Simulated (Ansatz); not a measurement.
# HfPbSO2 (built on the sites of a database entry of HfPbO3): phonons and vibrational spectra, part 2 of 2

The cell of HfPbSO2 (built on the sites of a database entry of HfPbO3) is at rest. What are its phonons? After the zone centre comes a 1×2×2 q mesh on a 10×12×12 k mesh.

Ansatz 0.2.0; DFT PBEsol, scalar-relativistic, plane waves, PAW.

So far. Step 2 (Modes at Γ): Before it was imposed, the acoustic sum rule was missed by 9.2e-5 eV/Å² and the charge sum rule by 0.0056 e. Small misses are needed for a sound result but don't prove that mesh and cutoff are converged. The lowest optical mode is imaginary, 170.0i cm⁻¹, so the energy falls along it.

The structure was built from a prototype and need not be the compound's stable phase.

## 3. Response at finite wavevector

The mesh has a single point along some directions, so zone-edge points there are not solved. Linear response on a 1×2×2 q mesh gives force constants as far as a supercell of that size would, and the tensors from the zone-centre run are typed in so that the long-range dipole term is interpolated apart.

File input.yaml:

```yaml
crystal:
  lattice:
    - [5.112178333, 0.0, 0.0]
    - [0.0, 4.0961771875, 0.0]
    - [0.0, 0.0, 4.0961771875]
  atoms:
    - { symbol: Hf, position: [0.5, 0.5, 0.5] }
    - { symbol: Pb, position: [0.0, 0.0, 0.0] }
    - { symbol: S, position: [0.0, 0.5, 0.5] }
    - { symbol: O, position: [0.5, 0.0, 0.5] }
    - { symbol: O, position: [0.5, 0.5, 0.0] }
kpoints:
  mp_grid: { grid: [10, 12, 12] }
hamiltonian:
  xc: pbesol
scf:
  occupations: { method: fixed }
output:
  eigenvalues: true
phonons:
  method: dfpt
  qmesh: [1, 2, 2]
  temperatures: { t_max: 1000, t_step: 50 }
  qpath:
    path:
      - [[0.0, 0.0, 0.0], [0.0, 0.0, 0.5], [0.0, 0.5, 0.5], [0.0, 0.0, 0.0], [0.5, 0.0, 0.0], [0.5, 0.0, 0.5], [0.5, 0.5, 0.5], [0.5, 0.0, 0.0]]
      - [[0.0, 0.0, 0.5], [0.5, 0.0, 0.5]]
      - [[0.0, 0.5, 0.5], [0.5, 0.5, 0.5]]
    npoints: 10
  non_analytic_term:
    high_frequency_dielectric_tensor: [[7.0605, 0.0, 0.0], [0.0, 10.8968, 0.0], [0.0, 0.0, 10.8968]]
    born_effective_charges:
      - { species: Hf, tensor: [[5.0625, 0.0, 0.0], [0.0, 6.4769, 0.0], [0.0, 0.0, 6.4769]] }
      - { species: Pb, tensor: [[2.9062, 0.0, 0.0], [0.0, 5.1364, 0.0], [0.0, 0.0, 5.1364]] }
      - { species: S, tensor: [[-3.2563, 0.0, 0.0], [0.0, -3.9508, 0.0], [0.0, 0.0, -3.9508]] }
      - { species: O, tensor: [[-2.3562, 0.0, 0.0], [0.0, -5.9153, 0.0], [0.0, 0.0, -1.7472]] }
      - { species: O, tensor: [[-2.3562, 0.0, 0.0], [0.0, -1.7472, 0.0], [0.0, 0.0, -5.9153]] }
    source: "zone-centre run at this cell"
```

On the command line:

```bash
$ ansatz run input.yaml --threads 8 --pin off --max-ram 14336MiB --backend cpu --events-out ev --progress --plain --runs-dir out
```

Numbers of over 12 decimals in the logs are rounded to 6 here.

Output:

```text
[...]
Crystal: 5 atoms, lattice volume = 85.776 Å³
Basis set: ecut = 420 eV, 1673 PW (Γ), exchange–correlation on 72×60×60 points (8 copies of the dense FFT grid, shifted against one another)
Bands: 35, of which v1, the nominal top of the filled ones, is band 29 counted from 1 (28 counted from 0)
Symmetry: 16 space group operations
k-points: 168 of 1440
[...]
SCF iter   1: F=—  HF=-29364.466594 eV  |F-HF|=—  |Δ(HF+E_count)|=         —  Δρ=1.18e-2  dr2=1.20e-1  ethr=1.77e-3  ⟨swp⟩=4.9  Hψ=19705  notcnv=0  defer=616
[...]
SCF iter  12: F=-29364.433566 eV  HF=-29364.433566 eV  |F-HF|=7.28e-12  |Δ(HF+E_count)|=  1.09e-11  Δρ=7.78e-8  dr2=4.58e-12  ethr=1.00e-12  ⟨swp⟩=5.2  Hψ=24868  notcnv=0
SCF 1 converged in 12 iterations: F = -29364.433566 eV  dr2 = 4.58e-12
[...]
NSCF: frozen V_eff on 168 k-points
[...]
DFPT response loops at q = (0, 0, 0) (fractional): preconditioner auto → Resta (q_TF=auto, 2.556 Å⁻¹)  ε∞=6.7 (no band partly filled); β = 1.00, the filter's whole step (`scf.mixing.beta` (0.50) is not read by the response loops at its default; to damp them type it under 1.00, their step now; it binds the ground state too); Broyden in place of MSR1
[...]
SCF converged after 12 iterations
Free energy (F): -29364.433566 eV
[...]
Internal energy: -29364.433566 eV  (E = F + TS)
E sigma→0 (E₀):  -29364.433566 eV
Fermi energy:    10.665416 eV
[...]
--- Band table (eV; the first three rows and the last of 168) ---
  k-point 0: bands = [... 25 lower, 9.1767, 9.8795, 9.9152, 9.9152, 13.0212, 13.0212, 14.2505, 14.3143, ... 2 higher]
  k-point 1: bands = [... 25 lower, 9.0900, 9.7428, 9.8209, 9.8468, 13.0288, 13.1919, 14.2546, 14.4621, ... 2 higher]
  k-point 2: bands = [... 25 lower, 9.0358, 9.4512, 9.7047, 9.7410, 13.0496, 13.5275, 14.2461, 14.7887, ... 2 higher]
  k-point 167: bands = [... 25 lower, 6.6768, 9.2305, 9.2305, 10.5232, 14.3209, 16.2826, 16.2826, 16.7161, ... 2 higher]
--- Phonons (Γ-DFPT): 9 representative perturbations + reference (Σ response iterations 27) ---
  ASR residual: 8.565e-5 → 0.000e0 eV/Å²; symmetrization residual: 4.829e-6 eV/Å²
  ASR residual per site (eV/Å²): 1.42e-5 6.80e-6 2.97e-5 8.57e-5 8.57e-5
[...]
--- Phonons (arbitrary-q DFPT): 3 irreducible q on the 1×2×2 mesh ---
  q = [0.0000, 0.0000, 0.0000] (star 1, of the zone-centre solve; hermiticity 7.77e-7, symmetrization 1.01e-12): -169.98 -120.84 -10.35 -10.35 -0.00 0.00 0.00 118.60 118.60 127.27 166.64 166.64 342.56 489.67 489.67
  q = [0.0000, 0.0000, -0.5000] (star 2, 15 solved perturbations on 294 of 1440 k-point pairs; hermiticity 4.09e-7, symmetrization 5.19e-14): -123.44 -71.76 51.08 63.36 93.72 109.54 169.34 179.16 216.04 232.17 255.05 289.64 335.53 478.25 757.55
  q = [0.0000, -0.5000, -0.5000] (star 1, 9 solved perturbations in 2268 linear systems a pass and spin channel, the states on 294 of 1440 k-point pairs; hermiticity 6.65e-8, symmetrization 3.76e-13): -126.32 -51.50 47.23 47.23 80.47 135.12 135.12 170.90 170.90 209.32 209.32 326.92 366.21 600.49 811.30
  sum rule: each row above includes the acoustic sum rule's correction from the zone centre's row sums; it moved no ω² by more than (1.21 cm⁻¹)²
  mesh force constants: q→R imaginary residual 5.55e-46; ASR residual 8.565e-5 → 0.000e0 eV/Å²; symmetrization residual 1.066e-14 eV/Å²
  interpolated dispersion: 94 rows × 15 modes
  density of states and harmonic sums: on the 12×16×16 q-mesh, interpolated from the force constants of a 1×2×2 supercell (with the dipole–dipole term of supplied tensors)
  largest difference from the sums on the solved wave vectors: F 2.40e-1 eV, S 3.44e-4 and C_V 1.03e-4 eV/K
  zero-point energy: 0.189994 eV/cell   skipped modes (ω ≤ 0): 667, of them read as no rigid motion or as one in doubt: 664 (2.049e0 modes/cell left out, lowest -169.98 cm⁻¹)   left out of the sums: 1.37e-1 of the cell's modes: C_V's classical limit lies that fraction below 3 k_B per atom; for a crystal, a wire or a layer, F and S can be off by more, and a phonons.interpolated_qmesh denser along its periods is the remedy for the sampling
```

Wall time 1.8 min (8 threads of AMD EPYC 9R45, shared host); peak memory 2.7 GiB.

This step gave:

```
sum-rule residual before enforcement                          : 8.57e-5 eV/Å²
lowest mode on the q mesh (acoustic modes at Γ apart)         : -170.0 cm⁻¹
highest frequency at a solved wavevector (no LO-TO term at Γ) : 811.3 cm⁻¹
```

Frequencies (cm⁻¹) solved at each irreducible wavevector; negative means imaginary. Frequencies by wavevector, by row:

| q in reciprocal lattice units | star | mode 1 | mode 2 | mode 3 | mode 4 | mode 13 | mode 14 | mode 15 |
| --- | --- | --- | --- | --- | --- | --- | --- | --- |
| 0 0 0 | 1 | -170 | -120.8 | -10.3 | -10.3 | 342.6 | 489.7 | 489.7 |
| 0 0 -0.5 | 2 | -123.4 | -71.8 | 51.1 | 63.4 | 335.5 | 478.2 | 757.5 |
| 0 -0.5 -0.5 | 1 | -126.3 | -51.5 | 47.2 | 47.2 | 366.2 | 600.5 | 811.3 |

Symmetry leaves 3 wavevectors to solve. The lowest mode among them, the acoustic zeros apart, lies at Γ and is imaginary, 170.0i cm⁻¹, so the energy falls along it.

## 4. Finite displacements in a supercell

Finite displacements in a 1×2×2 supercell give force constants from forces alone. They are exact at the wavevectors that the supercell holds, where they check the linear-response result.

Edit input.yaml of step 3 so:

```diff
@@ -20,4 +20,4 @@
 phonons:
-  method: dfpt
-  qmesh: [1, 2, 2]
+  method: fd
+  supercell: [1, 2, 2]
   temperatures: { t_max: 1000, t_step: 50 }
```

Output:

```text
[...]
Crystal: 20 atoms, lattice volume = 343.102 Å³
Basis set: ecut = 420 eV, 6697 PW (Γ), exchange–correlation on 72×120×120 points (8 copies of the dense FFT grid, shifted against one another)
Bands: 140, of which v1, the nominal top of the filled ones, is band 116 counted from 1 (115 counted from 0)
Symmetry: 64 space group operations
k-points: 60 of 360
[...]
SCF iter   1: F=—  HF=-117457.734263 eV  |F-HF|=—  |Δ(HF+E_count)|=         —  Δρ=6.15e-8  dr2=1.06e-11  ethr=1.00e-12  ⟨swp⟩=3.0  Hψ=21045  notcnv=0
[...]
SCF iter   2: F=-117457.734263 eV  HF=-117457.734263 eV  |F-HF|=2.91e-11  |Δ(HF+E_count)|=  5.82e-11  Δρ=4.90e-8  dr2=6.09e-12  ethr=1.00e-12  ⟨swp⟩=3.9  Hψ=23407  notcnv=0
SCF 1 converged in 2 iterations: F = -117457.734263 eV  dr2 = 6.09e-12
[...]
Symmetry: 2 space group operations
k-points: 110 of 360 (time reversal used)
iter 1 solved again at ethr=4.86e-9 eV; its pass at ethr=3.10e-3 eV (dr2=1.13e-5 eV) is discarded
[...]
SCF iter  10: F=-117457.734256 eV  HF=-117457.734256 eV  |F-HF|=2.91e-11  |Δ(HF+E_count)|=    0.00e0  Δρ=1.58e-8  dr2=8.39e-13  ethr=1.00e-12  ⟨swp⟩=5.2  Hψ=58922  notcnv=0
SCF 2 converged in 10 iterations: F = -117457.734256 eV  dr2 = 8.39e-13
[...]
SCF iter   9: F=-117457.734242 eV  HF=-117457.734242 eV  |F-HF|=2.91e-11  |Δ(HF+E_count)|=    0.00e0  Δρ=1.98e-8  dr2=1.21e-12  ethr=1.00e-12  ⟨swp⟩=4.9  Hψ=67789  notcnv=0
SCF 3 converged in 9 iterations: F = -117457.734242 eV  dr2 = 1.21e-12
[...]
SCF iter  10: F=-117457.734218 eV  HF=-117457.734218 eV  |F-HF|=2.91e-11  |Δ(HF+E_count)|=  1.46e-11  Δρ=3.69e-8  dr2=3.93e-12  ethr=1.00e-12  ⟨swp⟩=5.5  Hψ=60859  notcnv=0
SCF 4 converged in 10 iterations: F = -117457.734218 eV  dr2 = 3.93e-12
Symmetry: 1 space group operations
k-points: 184 of 360 (time reversal used)
[...]
SCF iter   9: F=-117457.734235 eV  HF=-117457.734235 eV  |F-HF|=2.91e-11  |Δ(HF+E_count)|=  2.91e-11  Δρ=2.48e-8  dr2=1.83e-12  ethr=1.00e-12  ⟨swp⟩=5.0  Hψ=115863  notcnv=0
SCF 5 converged in 9 iterations: F = -117457.734235 eV  dr2 = 1.83e-12
[...]
SCF converged after 2 iterations
Free energy (F): -117457.734263 eV
[...]
Internal energy: -117457.734263 eV  (E = F + TS)
E sigma→0 (E₀):  -117457.734263 eV
Fermi energy:    10.665416 eV
[...]
--- Band table (eV; the first three rows and the last of 60) ---
  k-point 0: bands = [... 112 lower, 9.9152, 10.5270, 10.6191, 10.6191, 12.0002, 12.0002, 12.9480, 13.0212, ... 20 higher]
  k-point 1: bands = [... 112 lower, 9.8468, 10.1975, 10.2706, 10.4775, 12.4096, 12.4354, 12.9964, 13.0288, ... 20 higher]
  k-point 2: bands = [... 112 lower, 9.7047, 9.7068, 9.7410, 10.3247, 13.0496, 13.1081, 13.1209, 13.1919, ... 20 higher]
  k-point 59: bands = [... 112 lower, 9.8869, 9.8869, 9.8869, 9.8869, 13.0694, 13.0694, 13.0694, 13.0694, ... 20 higher]
--- Phonons: 4 displaced members + reference (amplitude 0.0025 Å, Σ member SCF iterations 38) ---
  symmetry images taken by strict's conditions (phonons.symmetry_images: auto; settled by no image being taken that strict refuses)
  ASR residual: 4.525e-4 → 0.000e0 eV/Å²; symmetrization residual: 1.811e-4 eV/Å²
  largest component of a force at the reference: 2.1e-28 eV/Å
  ASR residual per site (eV/Å²): 4.53e-4 1.36e-4 2.31e-4 1.85e-4 1.85e-4
[...]
```

It took 1.8 min on 8 threads; peak memory 6.7 GiB; 14 min of CPU time.

This step gave:

```
atoms in the supercell                                  : 20
sum-rule residual before enforcement                    : 4.53e-4 eV/Å²
highest frequency on the path or at a solved wavevector : 811.3 cm⁻¹
```

At Γ the two methods differ by at most 0.0 cm⁻¹.

## 5. Outcome

```yaml
space_group_within_0p01_a: P4/mmm
volume_per_atom: 17.2 Å³
gap_on_the_k_mesh: 1.33 eV
highest_optical_mode_at_the_zone_centre_no_lo_to_term: 490 cm⁻¹
top_of_the_zone_centre_spectrum_with_the_field: 593 cm⁻¹
lowest_optical_zone_centre_mode: -170 cm⁻¹
mean_high_frequency_dielectric_constant: 9.62
largest_born_charge_third_of_the_trace: 6.01 e
lowest_mode_on_the_q_mesh_acoustic_modes_at_gamma_apart: -170 cm⁻¹
imaginary_modes_on_the_1x2x2_q_mesh: yes
```

In words: Modes are clearly imaginary (beyond 10i cm⁻¹) at 3 of the 3 irreducible wavevectors, most at Γ (170.0i cm⁻¹), so this structure is not a minimum of the energy. Without the field, the optical modes at Γ span -170 to 490 cm⁻¹ (negative means imaginary). The highest mode in this list at Γ, 489.7 cm⁻¹, is mostly motion of O (97 % of the kinetic energy). With the macroscopic field of the longitudinal modes the top of the zone-centre spectrum lies at 593 cm⁻¹, against 490 cm⁻¹ without it. Among the real modes, the strongest infrared line is at 490 cm⁻¹. Finite displacements and linear response differ by 0.0 cm⁻¹ in the highest zone-centre mode. With the field response the log warns that the k mesh is coarse for the force constants too, so the frequencies may not be converged. The q mesh is too sparse to interpolate, so only the solved wavevectors are given. Spin-orbit coupling is left out, which can matter for the heavy elements here. The starting cell was built on a prototype and not taken from a measurement, so the phase need not exist. These are harmonic frequencies at zero temperature: anharmonic shifts, linewidths and thermal expansion are left out.

[Logs are printed without paths, hosts, clocks, repeated set-up lines and the standing remarks that a program may print on its own settings, such as how far it seeks lower states.]

[Hosts, paths, dates, database ids (printed as entryN), source tags and the programs' standing remarks are cut or masked in the printed files.]
